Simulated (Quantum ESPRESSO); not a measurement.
## KNiF3: parallel and opposed starts

Aim: find out which collinear order of KNiF3 costs least.

Main program and level: Quantum ESPRESSO 7.5; LDA; plane waves with GBRV 1.5 LDA potentials, no spin-orbit coupling.

This is a report of a sequence of runs, with most program output left out.

The database entry behind the starting cell differs from later determinations by our own check (about 0.35 % short), so it need not match the best structure at ambient conditions.

## 1. Starting point

It takes space group Pm-3m (No. 221, cubic). Conventional cell: a = 4.000 Å, b = 4.000 Å, c = 4.000 Å, α = 90.00°, β = 90.00°, γ = 90.00°. Nearest to K lie 12 F at 2.83 Å. Nearest to Ni lie 6 F at 2.00 Å. F has 2 Ni at 2.00 Å and 4 K at 2.83 Å nearest. Farther neighbours and most contacts between anions are not listed.

The cell comes from the Crystallography Open Database.

## 2. Run 1 (ferro +)

The signs are those of the starting moments on the seeded atoms, the atoms that are given a moment.

pw.in reads:

```
&CONTROL
  calculation = 'scf'
  prefix = 'pwscf'
  outdir = './tmp'
  pseudo_dir = './pseudo'
  disk_io = 'nowf'
/
&SYSTEM
  ibrav = 0
  nat = 5
  ntyp = 3
  ecutwfc = 40
  ecutrho = 280
  nbnd = 34
  occupations = 'smearing'
  smearing = 'fd'
  degauss = 0.00367493
  nspin = 2
  starting_magnetization(1) = 0
  starting_magnetization(2) = 0.1111
  starting_magnetization(3) = 0
/
&ELECTRONS
  conv_thr = 1d-08
  electron_maxstep = 150
  mixing_beta = 0.3
/
ATOMIC_SPECIES
K      39.0983 k_lda_v1.4.uspp.F.UPF
Ni     58.6934 ni_lda_v1.4.uspp.F.UPF
F      18.9984 f_lda_v1.4.uspp.F.UPF
CELL_PARAMETERS angstrom
   4.0000000000    0.0000000000    0.0000000000
   0.0000000000    4.0000000000    0.0000000000
   0.0000000000    0.0000000000    4.0000000000
ATOMIC_POSITIONS crystal
K       0.0000000000    0.0000000000    0.0000000000
Ni      0.5000000000    0.5000000000    0.5000000000
F       0.5000000000    0.5000000000    0.0000000000
F       0.0000000000    0.5000000000    0.5000000000
F       0.5000000000    0.0000000000    0.5000000000
K_POINTS automatic
6 6 6 0 0 0
```

Run with:

```console
$ OMP_NUM_THREADS=1 mpirun -n 4 pw.x -nk 4 -in pw.in > pw.out
```

It took 13 s on 4 MPI ranks of Intel Xeon Platinum 8488C (Sapphire Rapids), shared host; peak memory 0.45 GiB; 49 s of CPU time.

Spin moment in the atom's sphere by atom:

| atom | spin moment in the atom's sphere (μB) |
| --- | --- |
| K1 | -0.001 |
| Ni2 | 0.856 |
| F3 | 0.036 |
| F4 | 0.036 |
| F5 | 0.036 |

Read from the output:

```yaml
smearing_term_ts: 0.02186 eV
magnetization: 0.998 μB
absolute_magnetization: 1.013 μB
final_state: ferromagnetic
```

Spin density in the ac plane at fractional y = 0.500, with atoms of Ni and F within 0.2 Å of it.

Values in e/Å³, 14 rows by 14 columns, each cell a mean:
```
0.0 0.0 0.0 0.0 0.0 0.0 0.1 0.1 0.0 0.0 0.0 0.0 0.0 0.0
0.0 0.0 0.0 0.0 0.0 0.0 0.0 0.1 0.0 0.0 0.0 0.0 0.0 0.0
0.0 0.0 0.0 0.0 0.0 0.0 0.0 0.0 0.0 0.0 0.0 0.0 0.0 0.0
0.0 0.0 0.0 0.0 0.0 0.0 0.0 0.0 0.0 0.0 0.0 0.0 0.0 0.0
0.0 0.0 0.0 0.0 0.0 0.0 0.2 0.3 0.1 0.0 0.0 0.0 0.0 0.0
0.0 0.0 0.0 0.0 0.1 0.2 1.0 1.5 0.3 0.1 0.0 0.0 0.0 0.0
0.1 0.1 0.0 0.0 0.2 1.0 2.3 2.5 1.5 0.3 0.0 0.0 0.1 0.1
0.1 0.1 0.0 0.0 0.1 0.7 1.8 2.3 1.0 0.2 0.0 0.0 0.0 0.1
0.0 0.0 0.0 0.0 0.0 0.1 0.7 1.0 0.2 0.0 0.0 0.0 0.0 0.0
0.0 0.0 0.0 0.0 0.0 0.0 0.1 0.2 0.1 0.0 0.0 0.0 0.0 0.0
0.0 0.0 0.0 0.0 0.0 0.0 0.0 0.0 0.0 0.0 0.0 0.0 0.0 0.0
0.0 0.0 0.0 0.0 0.0 0.0 0.0 0.0 0.0 0.0 0.0 0.0 0.0 0.0
0.0 0.0 0.0 0.0 0.0 0.0 0.1 0.1 0.0 0.0 0.0 0.0 0.0 0.0
0.0 0.0 0.0 0.0 0.0 0.0 0.1 0.1 0.0 0.0 0.0 0.0 0.0 0.0
```
Columns run along a (4.0 Å), rows up along c (4.0 Å). Atoms in or near the plane, at fractional coordinates: Ni at (0.50, 0.50), F at (0.50, 0.00), F at (0.00, 0.50).

Valence density in the ac plane at fractional y = 0.500, with atoms of Ni and F within 0.2 Å of it. It is the smooth field of the valence electrons, not physical close to the nuclei.

Ten steps, logarithmic in the rise over the least value, from '_' (0 e/Å³) to '@' (38 e/Å³), each cell a mean:
```
________::++####++--..______
________..--==++--::________
__________..::::::..________
..________........________..
--::..__..::------..__..::--
**==::..::++##%%**--..::--++
##++--..::##@@@@%%--..::++##
##++--..::**@@@@##--..::==##
++--::....==**##++::....--++
::....__....::::::..____..::
__________........__________
________..::----::..________
________..--++++==::________
________::++####**--..______
```
Columns run along a (4.0 Å), rows up along c (4.0 Å). Atoms in or near the plane, at fractional coordinates: Ni at (0.50, 0.50), F at (0.50, 0.00), F at (0.00, 0.50).

## 3. Run 2, typed as antiferro q=(0,1/2,1/2) +−

The cell is doubled to 10 atoms to hold this order. The wavevector q is in fractions of the reciprocal vectors of the crystal's primitive cell, as the cells of these inputs are built from it; moments change sign between cells as cos(2π q·R).

pw.in reads:

```
&CONTROL
  calculation = 'scf'
  prefix = 'pwscf'
  outdir = './tmp'
  pseudo_dir = './pseudo'
  disk_io = 'nowf'
/
&SYSTEM
  ibrav = 0
  nat = 10
  ntyp = 4
  ecutwfc = 40
  ecutrho = 280
  nbnd = 62
  occupations = 'smearing'
  smearing = 'fd'
  degauss = 0.00367493
  nspin = 2
  starting_magnetization(1) = 0
  starting_magnetization(2) = 0.1111
  starting_magnetization(3) = -0.1111
  starting_magnetization(4) = 0
/
&ELECTRONS
  conv_thr = 2d-08
  electron_maxstep = 150
  mixing_beta = 0.3
/
ATOMIC_SPECIES
K      39.0983 k_lda_v1.4.uspp.F.UPF
Ni1    58.6934 ni_lda_v1.4.uspp.F.UPF
Ni2    58.6934 ni_lda_v1.4.uspp.F.UPF
F      18.9984 f_lda_v1.4.uspp.F.UPF
CELL_PARAMETERS angstrom
   4.0000000000    0.0000000000    0.0000000000
   0.0000000000    8.0000000000    0.0000000000
   0.0000000000    4.0000000000    4.0000000000
ATOMIC_POSITIONS crystal
K       0.0000000000    0.0000000000    0.0000000000
K       0.0000000000    0.5000000000    0.0000000000
Ni1     0.5000000000    0.0000000000    0.5000000000
Ni2     0.5000000000    0.5000000000    0.5000000000
F       0.5000000000    0.2500000000    0.0000000000
F       0.5000000000    0.7500000000    0.0000000000
F       0.0000000000    0.0000000000    0.5000000000
F       0.0000000000    0.5000000000    0.5000000000
F       0.5000000000    0.7500000000    0.5000000000
F       0.5000000000    0.2500000000    0.5000000000
K_POINTS automatic
6 3 6 0 0 0
```

It took 75 s on 4 MPI ranks; peak memory 0.82 GiB.

Spin moment in the atom's sphere by atom:

| atom | spin moment in the atom's sphere (μB) |
| --- | --- |
| K1 | 0.00 |
| K2 | 0.00 |
| Ni3 | 1.47 |
| Ni4 | -1.47 |
| F5 | 0.00 |
| F6 | 0.00 |
| F7 | 0.08 |
| F8 | -0.08 |
| F9 | 0.00 |
| F10 | 0.00 |

Read from the output:

```
smearing term TS       : 0.008528 eV
magnetization          : 0 μB
absolute magnetization : 3.4 μB
final state            : antiferromagnetic
```

Spin density in the ac plane at fractional y = 0.000, with atoms of K and Ni and F within 0.2 Å of it.

Values in e/Å³, 19 rows by 14 columns, each cell a mean:
```
0.0 0.0 0.0 0.0 0.0 0.0 0.0 0.0 0.0 0.0 0.0 0.0 0.0 0.0
0.0 0.0 0.0 0.0 0.0 0.0 0.0 0.0 0.0 0.0 0.0 0.0 0.0 0.0
0.0 0.0 0.0 0.0 0.0 0.0 0.0 0.0 0.0 0.0 0.0 0.0 0.0 0.0
0.0 0.0 0.0 0.0 0.0 0.0 0.0 0.0 0.0 0.0 0.0 0.0 0.0 0.0
0.0 0.0 0.0 0.0 0.0 0.0 0.0 0.0 0.0 0.0 0.0 0.0 0.0 0.0
0.0 0.0 0.0 0.0 0.0 0.0 0.0 0.0 0.0 0.0 0.0 0.0 0.0 0.0
0.0 0.0 0.0 0.0 0.0 0.0 0.0 0.0 0.0 0.0 0.0 0.0 0.0 0.0
0.0 0.0 0.0 0.0 0.0 0.0 0.2 0.4 0.0 0.1 0.0 0.0 0.0 0.0
0.2 0.1 0.0 0.0 0.2 1.1 2.3 2.8 1.5 0.4 0.1 0.0 0.1 0.2
0.3 0.2 0.0 0.0 0.3 1.9 3.9 4.2 2.8 0.6 0.1 0.0 0.1 0.3
0.0 0.0 0.0 0.0 0.1 0.2 0.5 0.9 0.3 0.1 0.0 0.0 0.0 0.1
0.0 0.0 0.0 0.0 0.0 0.0 0.1 0.1 0.0 0.0 0.0 0.0 0.0 0.0
0.0 0.0 0.0 0.0 0.0 0.0 0.0 0.0 0.0 0.0 0.0 0.0 0.0 0.0
0.0 0.0 0.0 0.0 0.0 0.0 0.0 0.0 0.0 0.0 0.0 0.0 0.0 0.0
0.0 0.0 0.0 0.0 0.0 0.0 0.0 0.0 0.0 0.0 0.0 0.0 0.0 0.0
0.0 0.0 0.0 0.0 0.0 0.0 0.0 0.0 0.0 0.0 0.0 0.0 0.0 0.0
0.0 0.0 0.0 0.0 0.0 0.0 0.0 0.0 0.0 0.0 0.0 0.0 0.0 0.0
0.0 0.0 0.0 0.0 0.0 0.0 0.0 0.0 0.0 0.0 0.0 0.0 0.0 0.0
0.0 0.0 0.0 0.0 0.0 0.0 0.0 0.0 0.0 0.0 0.0 0.0 0.0 0.0
```
Columns run along a (4.0 Å), rows up along c (5.7 Å). Atoms in or near the plane, at fractional coordinates: K at (0.00, 0.00), Ni at (0.50, 0.50), F at (0.00, 0.50).

Valence density in the ac plane at fractional y = 0.000, with atoms of K and Ni and F within 0.2 Å of it. It is the smooth field of the valence electrons, not physical close to the nuclei.

Ten steps, logarithmic in the rise over the least value, from '_' (0 e/Å³) to '@' (38 e/Å³), each cell a mean:
```
====--..____________..--====
====::..______________::--==
::::..__________________..::
..__________________________
____________________________
______________..____________
::..______..::::::..____..::
++--::....==**##++::....--==
##++--..::**@@@@##--..::==**
##++--..::##@@@@%%--..::++##
**==::..::++%%%%**::..::--++
--::..__..::====--..__..::--
..__________......________..
____________________________
____________________________
::..____________________....
==--::________________..----
====--..____________..::====
======..____________..--====
```
Columns run along a (4.0 Å), rows up along c (5.7 Å). Atoms in or near the plane, at fractional coordinates: K at (0.00, 0.00), Ni at (0.50, 0.50), F at (0.00, 0.50).

## 4. Start 3: antiferro q=(1/2,1/2,1/2) +−

This order needs a doubled cell of 10 atoms.

pw.in reads:

```
&CONTROL
  calculation = 'scf'
  prefix = 'pwscf'
  outdir = './tmp'
  pseudo_dir = './pseudo'
  disk_io = 'nowf'
/
&SYSTEM
  ibrav = 0
  nat = 10
  ntyp = 4
  ecutwfc = 40
  ecutrho = 280
  nbnd = 62
  occupations = 'smearing'
  smearing = 'fd'
  degauss = 0.00367493
  nspin = 2
  starting_magnetization(1) = 0
  starting_magnetization(2) = 0.1111
  starting_magnetization(3) = -0.1111
  starting_magnetization(4) = 0
/
&ELECTRONS
  conv_thr = 2d-08
  electron_maxstep = 150
  mixing_beta = 0.3
/
ATOMIC_SPECIES
K      39.0983 k_lda_v1.4.uspp.F.UPF
Ni1    58.6934 ni_lda_v1.4.uspp.F.UPF
Ni2    58.6934 ni_lda_v1.4.uspp.F.UPF
F      18.9984 f_lda_v1.4.uspp.F.UPF
CELL_PARAMETERS angstrom
   8.0000000000    0.0000000000    0.0000000000
   4.0000000000    4.0000000000    0.0000000000
   4.0000000000    0.0000000000    4.0000000000
ATOMIC_POSITIONS crystal
K       0.0000000000    0.0000000000    0.0000000000
K       0.5000000000    0.0000000000    0.0000000000
Ni1     0.7500000000    0.5000000000    0.5000000000
Ni2     0.2500000000    0.5000000000    0.5000000000
F       0.0000000000    0.5000000000    0.0000000000
F       0.5000000000    0.5000000000    0.0000000000
F       0.5000000000    0.5000000000    0.5000000000
F       0.0000000000    0.5000000000    0.5000000000
F       0.0000000000    0.0000000000    0.5000000000
F       0.5000000000    0.0000000000    0.5000000000
K_POINTS automatic
3 6 6 0 0 0
```

It took 49 s on 4 MPI ranks; peak memory 0.76 GiB.

Spin moment in the atom's sphere by atom:

| atom | spin moment in the atom's sphere (μB) |
| --- | --- |
| K1 | 0.00 |
| K2 | 0.00 |
| Ni3 | 1.41 |
| Ni4 | -1.41 |
| F5 | 0.00 |
| F6 | 0.00 |
| F7 | 0.00 |
| F8 | 0.00 |
| F9 | 0.00 |
| F10 | 0.00 |

Read from the output:

```
smearing term TS       : 1.05e-4 eV
magnetization          : 0 μB
absolute magnetization : 3.177 μB
final state            : antiferromagnetic
```

## 5. Start 4: no spin polarisation

pw.in reads:

```
&CONTROL
  calculation = 'scf'
  prefix = 'pwscf'
  outdir = './tmp'
  pseudo_dir = './pseudo'
  disk_io = 'nowf'
/
&SYSTEM
  ibrav = 0
  nat = 5
  ntyp = 3
  ecutwfc = 40
  ecutrho = 280
  nbnd = 33
  occupations = 'smearing'
  smearing = 'fd'
  degauss = 0.00367493
/
&ELECTRONS
  conv_thr = 1d-08
  electron_maxstep = 150
  mixing_beta = 0.3
/
ATOMIC_SPECIES
K      39.0983 k_lda_v1.4.uspp.F.UPF
Ni     58.6934 ni_lda_v1.4.uspp.F.UPF
F      18.9984 f_lda_v1.4.uspp.F.UPF
CELL_PARAMETERS angstrom
   4.0000000000    0.0000000000    0.0000000000
   0.0000000000    4.0000000000    0.0000000000
   0.0000000000    0.0000000000    4.0000000000
ATOMIC_POSITIONS crystal
K       0.0000000000    0.0000000000    0.0000000000
Ni      0.5000000000    0.5000000000    0.5000000000
F       0.5000000000    0.5000000000    0.0000000000
F       0.0000000000    0.5000000000    0.5000000000
F       0.5000000000    0.0000000000    0.5000000000
K_POINTS automatic
6 6 6 0 0 0
```

Wall time 6.6 s (4 MPI ranks); peak memory 0.4 GiB; 25 s of CPU time.

Numbers from this step:

```
smearing term TS : 0.01564 eV
final state      : non-magnetic (no spin polarisation)
```

## 6. Ranking

An order is kept where moments of 0.15 μB or more survive with the typed signs; meshes match where a doubled cell samples the same k points as the first cell.

Orders:

| start | final state | typed order kept | energy over the lowest (meV a seeded atom) | largest site moment (μB) | net moment (μB a cell of the first run) | mesh matched | CPU time (s) |
| --- | --- | --- | --- | --- | --- | --- | --- |
| ferro + | ferromagnetic | yes | 301.4 | 0.8564 | 0.9985 | yes | 48.91 |
| antiferro q=(0,1/2,1/2) +- | antiferromagnetic | yes | 89.39 | 1.471 | 0 | yes | 298.3 |
| antiferro q=(1/2,1/2,1/2) +- | antiferromagnetic | yes | 0 | 1.406 | 0 | yes | 193.6 |
| no spin polarisation | non-magnetic | - | 304.2 | 0 | 0 | yes | 25.42 |

## 7. Summary of results

| Property | Result |
| --- | --- |
| lowest state found | antiferromagnetic (from antiferro q=(1/2,1/2,1/2) +-) |
| largest site moment | 1.41 μB |
| next state with moments | antiferromagnetic, 89.4 meV a seeded atom higher |
| state without moments | 304 meV a seeded atom higher |

What this shows: This is the lowest of 4 collinear or spinless starts, no proof of the ground state. No Hubbard term acts here. In such compounds local and semilocal functionals without one often delocalise the d electrons, and can shrink or lose moments and miss the size, sign and order of the couplings.

[Logs and program files are shortened in this print: banners, set-up blocks, solver, clock and traceback lines can be left out without a mark of their own.]

[Logs are printed without paths, hosts, clocks, repeated set-up lines and the standing remarks that a program may print on its own settings, such as how far it seeks lower states.]

[Hosts, paths, dates, database ids (printed as entryN), source tags and the programs' standing remarks are cut or masked in the printed files.]

[Where a cell is said to come from a database of computed structures, the database is the Materials Project.]
